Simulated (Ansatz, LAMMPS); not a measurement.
# Relaxing a frame of liquid mixture of formic acid and H2O from 300 K (126 atoms), part 2 of 3

How does a frame of liquid mixture of formic acid and H2O from 300 K (126 atoms) relax, and what do bonds, charges and levels look like afterwards?

Ansatz 0.2.0; Kohn-Sham DFT, RPBE+D3(BJ), PAW (set soft_2), plane waves.

The cell: 49 O, 21 C and 56 H. The network of contacts between molecules at the start is that of the classical potential that made the cell. The density was typed from a rule of thumb and may lie off the real one at this temperature. Sampling is at Γ alone, for a cell whose shortest periodic width is 12 Å.

So far. Step 3 (Single point at the start): Neighbours are counted within 1.21 Å (H-O), 1.34 Å (H-C), 1.73 Å (O-C).

## (4) Relaxation

The atoms are relaxed in the fixed cell, aiming at the force tolerance of the input.

Input file input.yaml:

```yaml
crystal:
  lattice:
    - [11.50955, 0.0, 0.0]
    - [0.0, 11.50955, 0.0]
    - [0.0, 0.0, 11.50955]
  atoms:
    [... the 126 atom lines of step 3 ...]
kpoints:
  mp_grid: { grid: [1, 1, 1] }
hamiltonian:
  xc: rpbe
  dispersion: d3bj
scf:
  occupations: { method: fermi_dirac, width: 0.025 }
output:
  forces: true
relax:
  f_tol: 0.05
  max_steps: 200
```

The run is started by

```
> ansatz run input.yaml --threads 4 --pin off --max-ram 8192MiB --backend cpu --events-out ev --progress --plain --runs-dir out
```

Numbers of over 12 decimals in the logs are rounded to 6 here.

The program printed:

```text
[...]
Crystal: 126 atoms, lattice volume = 1524.667 Å³
Basis set: ecut = 420 eV, 29711 PW (Γ), exchange–correlation on 160×160×160 points (8 copies of the dense FFT grid, shifted against one another)
Bands: 343, of which v1, the nominal top of the filled ones, is band 217 counted from 1 (216 counted from 0)
Symmetry: 1 space group operations
[...]
k-points: 1
[...]
SCF iter   1: F=—  HF=-34086.274934 eV  |F-HF|=—  |Δ(HF+E_count)|=         —  Δρ=5.20e-3  dr2=3.78e-1  ethr=1.77e-3  ⟨swp⟩=6.0  Hψ=1544  notcnv=0  defer=23
[...]
SCF iter   7: F=-34086.160324 eV  HF=-34086.160343 eV  |F-HF|=1.83e-5  |Δ(HF+E_count)|=   3.14e-5  Δρ=3.99e-5  dr2=2.26e-5  ethr=1.44e-8  ⟨swp⟩=3.0  Hψ=1204  notcnv=0
SCF 1 converged in 7 iterations: F = -34086.160324 eV  dr2 = 2.26e-5
[...]
relax step   1: F+E_penalty+E_count = -34086.16032435 eV  Δ(F+E_penalty+E_count) = +0.000e0 eV  max|allowed force component| = 3.642e0 eV/Å  Δτ_max = 0.0000 Å  (7 SCF iters, dr2 threshold 6.25e-5 eV, accepted)
[...]
relax step   2: F+E_penalty+E_count = -34088.89286455 eV  Δ(F+E_penalty+E_count) = -2.733e0 eV  max|allowed force component| = 2.922e0 eV/Å  Δτ_max = 0.1922 Å  (7 SCF iters, dr2 threshold 1.00e-4 eV, accepted)
[...]
relax step   3: F+E_penalty+E_count = -34090.98232881 eV  Δ(F+E_penalty+E_count) = -2.089e0 eV  max|allowed force component| = 1.611e0 eV/Å  Δτ_max = 0.1927 Å  (7 SCF iters, dr2 threshold 1.00e-4 eV, accepted)
relax step   4: F+E_penalty+E_count = -34091.96039911 eV  Δ(F+E_penalty+E_count) = -9.781e-1 eV  max|allowed force component| = 1.187e0 eV/Å  Δτ_max = 0.2000 Å  (7 SCF iters, dr2 threshold 1.00e-4 eV, accepted)
relax step   5: F+E_penalty+E_count = -34092.81276212 eV  Δ(F+E_penalty+E_count) = -8.524e-1 eV  max|allowed force component| = 7.447e-1 eV/Å  Δτ_max = 0.1947 Å  (6 SCF iters, dr2 threshold 1.00e-4 eV, accepted)
relax step   6: F+E_penalty+E_count = -34093.28597698 eV  Δ(F+E_penalty+E_count) = -4.732e-1 eV  max|allowed force component| = 5.250e-1 eV/Å  Δτ_max = 0.2000 Å  (7 SCF iters, dr2 threshold 1.00e-4 eV, accepted)
relax step   7: F+E_penalty+E_count = -34093.59572010 eV  Δ(F+E_penalty+E_count) = -3.097e-1 eV  max|allowed force component| = 4.027e-1 eV/Å  Δτ_max = 0.1970 Å  (6 SCF iters, dr2 threshold 1.00e-4 eV, accepted)
relax step   8: F+E_penalty+E_count = -34093.74755266 eV  Δ(F+E_penalty+E_count) = -1.518e-1 eV  max|allowed force component| = 4.286e-1 eV/Å  Δτ_max = 0.1931 Å  (6 SCF iters, dr2 threshold 8.06e-5 eV, accepted)
relax step   9: F+E_penalty+E_count = -34093.75346311 eV  Δ(F+E_penalty+E_count) = -5.910e-3 eV  max|allowed force component| = 7.883e-1 eV/Å  Δτ_max = 0.1967 Å  (6 SCF iters, dr2 threshold 1.00e-4 eV, accepted)
relax step  10: F+E_penalty+E_count = -34093.87920628 eV  Δ(F+E_penalty+E_count) = -1.257e-1 eV  max|allowed force component| = 2.747e-1 eV/Å  Δτ_max = 0.0839 Å  (6 SCF iters, dr2 threshold 1.00e-4 eV, accepted)
relax step  11: F+E_penalty+E_count = -34093.91387952 eV  Δ(F+E_penalty+E_count) = -3.467e-2 eV  max|allowed force component| = 9.976e-2 eV/Å  Δτ_max = 0.2000 Å  (7 SCF iters, dr2 threshold 9.16e-6 eV, accepted)
relax step  12: F+E_penalty+E_count = -34093.94108257 eV  Δ(F+E_penalty+E_count) = -2.720e-2 eV  max|allowed force component| = 4.783e-1 eV/Å  Δτ_max = 0.1745 Å  (9 SCF iters, accepted)
relax step  13: F+E_penalty+E_count = -34093.96331616 eV  Δ(F+E_penalty+E_count) = -2.223e-2 eV  max|allowed force component| = 3.864e-1 eV/Å  Δτ_max = 0.0902 Å  (6 SCF iters, dr2 threshold 3.02e-5 eV, accepted)
relax step  14: F+E_penalty+E_count = -34093.99171834 eV  Δ(F+E_penalty+E_count) = -2.840e-2 eV  max|allowed force component| = 3.157e-1 eV/Å  Δτ_max = 0.1584 Å  (6 SCF iters, dr2 threshold 9.74e-5 eV, accepted)
relax step  15: F+E_penalty+E_count = -34094.01373130 eV  Δ(F+E_penalty+E_count) = -2.201e-2 eV  max|allowed force component| = 4.203e-1 eV/Å  Δτ_max = 0.1346 Å  (6 SCF iters, dr2 threshold 6.50e-5 eV, accepted)
relax step  16: F+E_penalty+E_count = -34094.02357892 eV  Δ(F+E_penalty+E_count) = -9.848e-3 eV  max|allowed force component| = 7.339e-1 eV/Å  Δτ_max = 0.1555 Å  (6 SCF iters, dr2 threshold 1.00e-4 eV, accepted)
relax step  17: F+E_penalty+E_count = -34094.02098475 eV  Δ(F+E_penalty+E_count) = +2.594e-3 eV  max|allowed force component| = 9.608e-1 eV/Å  Δτ_max = 0.1696 Å  (6 SCF iters, dr2 threshold 1.00e-4 eV, rejected (line search))
relax step  18: F+E_penalty+E_count = -34094.06866791 eV  Δ(F+E_penalty+E_count) = -4.509e-2 eV  max|allowed force component| = 4.374e-1 eV/Å  Δτ_max = 0.0825 Å  (9 SCF iters, accepted)
relax step  19: F+E_penalty+E_count = -34094.09104679 eV  Δ(F+E_penalty+E_count) = -2.238e-2 eV  max|allowed force component| = 1.094e-1 eV/Å  Δτ_max = 0.1000 Å  (6 SCF iters, dr2 threshold 6.80e-5 eV, accepted)
relax step  20: F+E_penalty+E_count = -34094.11568215 eV  Δ(F+E_penalty+E_count) = -2.464e-2 eV  max|allowed force component| = 4.439e-1 eV/Å  Δτ_max = 0.1467 Å  (9 SCF iters, accepted)
relax step  21: F+E_penalty+E_count = -34094.12931526 eV  Δ(F+E_penalty+E_count) = -1.363e-2 eV  max|allowed force component| = 5.528e-1 eV/Å  Δτ_max = 0.1164 Å  (7 SCF iters, dr2 threshold 1.23e-5 eV, accepted)
relax step  22: F+E_penalty+E_count = -34094.14518117 eV  Δ(F+E_penalty+E_count) = -1.587e-2 eV  max|allowed force component| = 2.274e-1 eV/Å  Δτ_max = 0.0367 Å  (5 SCF iters, dr2 threshold 1.00e-4 eV, accepted)
relax step  23: F+E_penalty+E_count = -34094.12960923 eV  Δ(F+E_penalty+E_count) = +1.557e-2 eV  max|allowed force component| = 1.954e-1 eV/Å  Δτ_max = 0.2000 Å  (7 SCF iters, dr2 threshold 8.74e-6 eV, rejected (line search))
relax step  24: F+E_penalty+E_count = -34094.15513504 eV  Δ(F+E_penalty+E_count) = -9.954e-3 eV  max|allowed force component| = 2.361e-1 eV/Å  Δτ_max = 0.0971 Å  (9 SCF iters, accepted)
relax step  25: F+E_penalty+E_count = -34094.15783890 eV  Δ(F+E_penalty+E_count) = -2.704e-3 eV  max|allowed force component| = 3.481e-1 eV/Å  Δτ_max = 0.0972 Å  (7 SCF iters, dr2 threshold 9.43e-6 eV, accepted)
relax step  26: F+E_penalty+E_count = -34094.16815078 eV  Δ(F+E_penalty+E_count) = -1.031e-2 eV  max|allowed force component| = 2.019e-1 eV/Å  Δτ_max = 0.0273 Å  (5 SCF iters, dr2 threshold 1.00e-4 eV, accepted)
relax step  27: F+E_penalty+E_count = -34094.15480218 eV  Δ(F+E_penalty+E_count) = +1.335e-2 eV  max|allowed force component| = 2.841e-1 eV/Å  Δτ_max = 0.2000 Å  (7 SCF iters, dr2 threshold 1.37e-5 eV, rejected (line search))
relax step  28: F+E_penalty+E_count = -34094.17550329 eV  Δ(F+E_penalty+E_count) = -7.353e-3 eV  max|allowed force component| = 6.308e-2 eV/Å  Δτ_max = 0.0979 Å  (9 SCF iters, accepted)
relax step  29: F+E_penalty+E_count = -34094.17886834 eV  Δ(F+E_penalty+E_count) = -3.365e-3 eV  max|allowed force component| = 1.402e-1 eV/Å  Δτ_max = 0.0981 Å  (9 SCF iters, accepted)
relax step  30: F+E_penalty+E_count = -34094.18110244 eV  Δ(F+E_penalty+E_count) = -2.234e-3 eV  max|allowed force component| = 1.109e-1 eV/Å  Δτ_max = 0.0565 Å  (9 SCF iters, accepted)
relax step  31: F+E_penalty+E_count = -34094.18504561 eV  Δ(F+E_penalty+E_count) = -3.943e-3 eV  max|allowed force component| = 9.900e-2 eV/Å  Δτ_max = 0.0813 Å  (7 SCF iters, dr2 threshold 7.69e-6 eV, accepted)
relax step  32: F+E_penalty+E_count = -34094.18792520 eV  Δ(F+E_penalty+E_count) = -2.880e-3 eV  max|allowed force component| = 2.235e-1 eV/Å  Δτ_max = 0.1902 Å  (7 SCF iters, dr2 threshold 6.13e-6 eV, accepted)
relax step  33: F+E_penalty+E_count = -34094.19606738 eV  Δ(F+E_penalty+E_count) = -8.142e-3 eV  max|allowed force component| = 3.325e-1 eV/Å  Δτ_max = 0.1916 Å  (6 SCF iters, dr2 threshold 3.98e-5 eV, accepted)
relax step  34: F+E_penalty+E_count = -34094.21131672 eV  Δ(F+E_penalty+E_count) = -1.525e-2 eV  max|allowed force component| = 3.589e-1 eV/Å  Δτ_max = 0.0814 Å  (5 SCF iters, dr2 threshold 1.00e-4 eV, accepted)
relax step  35: F+E_penalty+E_count = -34094.23411605 eV  Δ(F+E_penalty+E_count) = -2.280e-2 eV  max|allowed force component| = 2.757e-1 eV/Å  Δτ_max = 0.2000 Å  (5 SCF iters, dr2 threshold 1.00e-4 eV, accepted)
relax step  36: F+E_penalty+E_count = -34094.24430240 eV  Δ(F+E_penalty+E_count) = -1.019e-2 eV  max|allowed force component| = 4.401e-1 eV/Å  Δτ_max = 0.1975 Å  (6 SCF iters, dr2 threshold 4.49e-5 eV, accepted)
relax step  37: F+E_penalty+E_count = -34094.25468727 eV  Δ(F+E_penalty+E_count) = -1.038e-2 eV  max|allowed force component| = 1.692e-1 eV/Å  Δτ_max = 0.0358 Å  (5 SCF iters, dr2 threshold 1.00e-4 eV, accepted)
relax step  38: F+E_penalty+E_count = -34094.26415954 eV  Δ(F+E_penalty+E_count) = -9.472e-3 eV  max|allowed force component| = 8.520e-2 eV/Å  Δτ_max = 0.1031 Å  (7 SCF iters, dr2 threshold 4.23e-6 eV, accepted)
relax step  39: F+E_penalty+E_count = -34094.26744214 eV  Δ(F+E_penalty+E_count) = -3.283e-3 eV  max|allowed force component| = 1.939e-1 eV/Å  Δτ_max = 0.1949 Å  (9 SCF iters, accepted)
relax step  40: F+E_penalty+E_count = -34094.27411183 eV  Δ(F+E_penalty+E_count) = -6.670e-3 eV  max|allowed force component| = 1.447e-1 eV/Å  Δτ_max = 0.0424 Å  (6 SCF iters, dr2 threshold 9.53e-6 eV, accepted)
relax step  41: F+E_penalty+E_count = -34094.24660393 eV  Δ(F+E_penalty+E_count) = +2.751e-2 eV  max|allowed force component| = 2.869e-1 eV/Å  Δτ_max = 0.2000 Å  (7 SCF iters, dr2 threshold 1.17e-5 eV, rejected (line search))
relax step  42: F+E_penalty+E_count = -34094.27802317 eV  Δ(F+E_penalty+E_count) = -3.911e-3 eV  max|allowed force component| = 6.231e-2 eV/Å  Δτ_max = 0.0639 Å  (9 SCF iters, accepted)
[...]
relax step  43: F+E_penalty+E_count = -34094.27914018 eV  Δ(F+E_penalty+E_count) = -1.117e-3 eV  max|allowed force component| = 3.976e-2 eV/Å  Δτ_max = 0.0472 Å  (9 SCF iters, accepted)
SCF converged after 9 iterations
Free energy (F): -34094.279140 eV
[...]
Internal energy: -34094.279140 eV  (E = F + TS)
E sigma→0 (E₀):  -34094.279140 eV
Fermi energy:    0.711410 eV
[...]
--- Forces (eV/Å), atoms counted from 1 ---
  atom   1  O      0.00042960    -0.00121199     0.00072642
  atom   2  C     -0.00217129     0.00235378     0.00034988
  atom   3  O      0.00137292     0.00052137    -0.00038014
  atom   4  H     -0.00073005    -0.00008764    -0.00101229
  atom   5  H     -0.00149072    -0.00016848    -0.00119028
  atom   6  O     -0.00649160    -0.00013650    -0.00066953
  atom   7  C      0.00309421    -0.00230299     0.00063169
  atom   8  O     -0.00219545     0.00378093     0.00130343
  atom   9  H      0.00690392     0.00272476    -0.00086548
  atom  10  H      0.00148495    -0.00124533    -0.00111785
  atom  11  O     -0.00524628    -0.00497598    -0.00818232
  atom  12  C      0.00145644     0.00216938     0.00486201
  atom  13  O     -0.00137585    -0.00222615    -0.00033040
  atom  14  H      0.00244079     0.00078530     0.00421248
[...]
atom 125  H     -0.02269314    -0.02094821    -0.03285692
  atom 126  H      0.00080899    -0.01339401    -0.00707837
  max |Σ_I F_I| component: 1.84e-5 eV/Å
--- Relaxed structure (43 steps of the walk, 39 accepted, 0 SCFs on fresh bases) ---
  F+E_penalty+E_count = -34094.27914018 eV   max|allowed force component| = 3.976e-2 eV/Å
  atoms:
    - { symbol: O, position: [0.472448, 0.404514, 0.961257] }
    - { symbol: C, position: [0.544170, 0.316079, 0.943642] }
    - { symbol: O, position: [0.556752, 0.259773, 0.854083] }
    - { symbol: H, position: [0.427926, 0.425938, 0.888351] }
[...]
- { symbol: H, position: [0.712026, 0.635432, 0.374761] }
```

It took 6 min on 4 threads of Arm Neoverse V2, shared host; peak memory 1.7 GiB; 23 min of CPU time.

Step by step (22 of 43):

| step | energy less that of the first step (eV) | largest force component (eV/Å) |
| --- | --- | --- |
| 1 | 0.0000 | 3.6425 |
| 3 | -4.8220 | 1.6107 |
| 5 | -6.6524 | 0.7447 |
| 7 | -7.4354 | 0.4027 |
| 9 | -7.5931 | 0.7883 |
| 11 | -7.7536 | 0.0998 |
| 13 | -7.8030 | 0.3864 |
| 15 | -7.8534 | 0.4203 |
| 17 | -7.8607 | 0.9608 |
| 19 | -7.9307 | 0.1094 |
| 21 | -7.9690 | 0.5528 |
| 23 | -7.9693 | 0.1954 |
| 25 | -7.9975 | 0.3481 |
| 27 | -7.9945 | 0.2841 |
| 29 | -8.0185 | 0.1402 |
| 31 | -8.0247 | 0.0990 |
| 33 | -8.0357 | 0.3325 |
| 35 | -8.0738 | 0.2757 |
| 37 | -8.0944 | 0.1692 |
| 39 | -8.1071 | 0.1939 |
| 41 | -8.0863 | 0.2869 |
| 43 | -8.1188 | 0.0398 |

Relaxation steps 17, 23, 27, 41 were tried and not accepted.

The atoms that moved most (Å):

| atom | dx | dy | dz | length |
| --- | --- | --- | --- | --- |
| O13 | -0.722 | -1.524 | -0.507 | 1.761 |
| H70 | 0.480 | -0.908 | 1.119 | 1.519 |
| H126 | -1.008 | 0.998 | -0.540 | 1.518 |
| H125 | 0.048 | 1.495 | 0.247 | 1.516 |
| H15 | -0.206 | -1.283 | -0.484 | 1.387 |
| H100 | 1.380 | 0.107 | -0.036 | 1.385 |
| C67 | 0.307 | -0.792 | 0.956 | 1.279 |
| O93 | 0.083 | -0.841 | -0.948 | 1.270 |

The relaxation changed the energy by -64.4 meV/atom, and atoms moved by 0.78 Å r.m.s., 1.8 Å at most.

## (5) Local order after relaxation

Bonds before and after, by the cutoffs listed below:

| pair | bonds before | bonds after | mean before (Å) | mean after (Å) | spread before (Å) | spread after (Å) |
| --- | --- | --- | --- | --- | --- | --- |
| H-O | 35 | 35 | 0.993 | 1.003 | 0.023 | 0.020 |
| H-C | 21 | 21 | 1.097 | 1.102 | 0.033 | 0.002 |
| O-C | 42 | 42 | 1.286 | 1.277 | 0.061 | 0.046 |

Density 1.19 g/cm³, 12.10 Å³ an atom.

Pair distribution functions g(r), in bins of 0.2 Å:

| r (Å) | total | H-H | H-O | H-C | O-O | O-C | C-C |
| --- | --- | --- | --- | --- | --- | --- | --- |
| 0.90 | 1.12 | 0.00 | 3.25 | 0.00 | 0.00 | 0.00 | 0.00 |
| 1.10 | 2.81 | 0.00 | 4.42 | 8.73 | 0.00 | 0.00 | 0.00 |
| 1.30 | 1.99 | 0.00 | 0.00 | 0.00 | 0.00 | 15.30 | 0.00 |
| 1.50 | 0.41 | 1.11 | 0.56 | 0.00 | 0.00 | 0.00 | 0.00 |
| 1.70 | 0.48 | 0.00 | 1.40 | 0.00 | 0.00 | 0.00 | 0.00 |
| 1.90 | 0.60 | 0.00 | 0.49 | 2.90 | 0.00 | 0.00 | 0.00 |
| 2.10 | 0.96 | 0.86 | 2.30 | 0.00 | 0.00 | 0.00 | 0.00 |
| 2.30 | 0.58 | 0.59 | 0.43 | 0.00 | 2.05 | 0.00 | 0.00 |
| 2.50 | 0.47 | 0.12 | 0.88 | 0.66 | 0.30 | 0.00 | 0.00 |
| 2.70 | 0.61 | 0.79 | 0.33 | 0.77 | 1.47 | 0.00 | 0.00 |
| 2.90 | 0.81 | 2.22 | 0.65 | 0.50 | 0.49 | 0.00 | 0.00 |
| 3.10 | 0.70 | 0.73 | 1.03 | 0.53 | 0.47 | 0.42 | 0.00 |
| 3.30 | 1.16 | 1.03 | 1.35 | 0.81 | 1.09 | 1.60 | 0.00 |
| 3.50 | 1.19 | 1.17 | 0.77 | 0.89 | 1.87 | 1.94 | 1.11 |
| 3.70 | 1.25 | 0.96 | 1.00 | 1.76 | 1.46 | 1.55 | 0.98 |
| 3.90 | 1.14 | 1.23 | 1.10 | 1.52 | 0.93 | 0.81 | 1.64 |
| 4.10 | 1.14 | 1.16 | 1.04 | 1.32 | 0.99 | 1.16 | 1.96 |
| 4.30 | 1.04 | 0.94 | 0.98 | 1.23 | 0.84 | 1.25 | 1.79 |
| 4.50 | 1.10 | 0.84 | 1.15 | 0.97 | 0.96 | 1.36 | 2.44 |
| 4.70 | 1.00 | 0.85 | 1.07 | 1.00 | 0.91 | 1.20 | 0.75 |
| 4.90 | 1.00 | 0.77 | 1.09 | 0.90 | 1.05 | 1.21 | 0.91 |
| 5.10 | 1.06 | 1.04 | 1.02 | 1.15 | 1.07 | 1.09 | 1.06 |
| 5.30 | 0.94 | 1.14 | 0.90 | 0.84 | 0.96 | 0.82 | 0.97 |
| 5.50 | 0.96 | 1.06 | 0.91 | 1.07 | 1.08 | 0.68 | 1.00 |
| 5.70 | 0.96 | 1.06 | 0.97 | 0.91 | 0.98 | 0.79 | 0.95 |

Bonds by pair of elements; cutoffs follow the first minimum of g(r), held within bounds set by covalent radii, and pairs that aren't listed don't count as bonded:

| pair A-B | cutoff (Å) | bonds | mean length (Å) | spread (Å) | shortest (Å) | B about A | A about B |
| --- | --- | --- | --- | --- | --- | --- | --- |
| H-O | 1.21 | 35 | 1.00 | 0.02 | 0.973 | 0.625 | 0.714 |
| H-C | 1.34 | 21 | 1.10 | 0.002 | 1.10 | 0.375 | 1 |
| O-C | 1.73 | 42 | 1.28 | 0.046 | 1.22 | 0.857 | 2 |

How many atoms have how many bonded neighbours:

| element | mean | 1 | 2 | 3 |
| --- | --- | --- | --- | --- |
| C | 3 | 0 | 0 | 21 |
| H | 1 | 56 | 0 | 0 |
| O | 1.57 | 21 | 28 | 0 |

Bond angles (no mean is given where the spread exceeds 20°):

| angle | count | mean (°) | spread (°) |
| --- | --- | --- | --- |
| H-C-O | 42 | 117 | 5.4 |
| C-O-H | 21 | 111 | 1.4 |
| O-C-O | 21 | 126 | 1.1 |
| H-O-H | 7 | 106 | 1.6 |

Bond length by coordination (bonds to H left out):

| element | coordination | atoms | mean bond length (Å) |
| --- | --- | --- | --- |
| O | 1 | 21 | 1.23 |
| O | 2 | 21 | 1.32 |

For some of the pairs, g(r) has its first main peak near 1.0 Å (H-O), 1.1 Å (H-C), 2.3 Å (O-O) and 1.3 Å (O-C). By these cutoffs all C atoms have 3, all H atoms have 1 and 57 % of O atoms have 2 bonded neighbours. The H-C-O angle averages 117° with a spread of 5°.

(Continued in part 3 of 3.)

[Logs are printed without paths, hosts, clocks, repeated set-up lines and the standing remarks that a program may print on its own settings, such as how far it seeks lower states.]

[Hosts, paths, dates, database ids (printed as entryN), source tags and the programs' standing remarks are cut or masked in the printed files.]
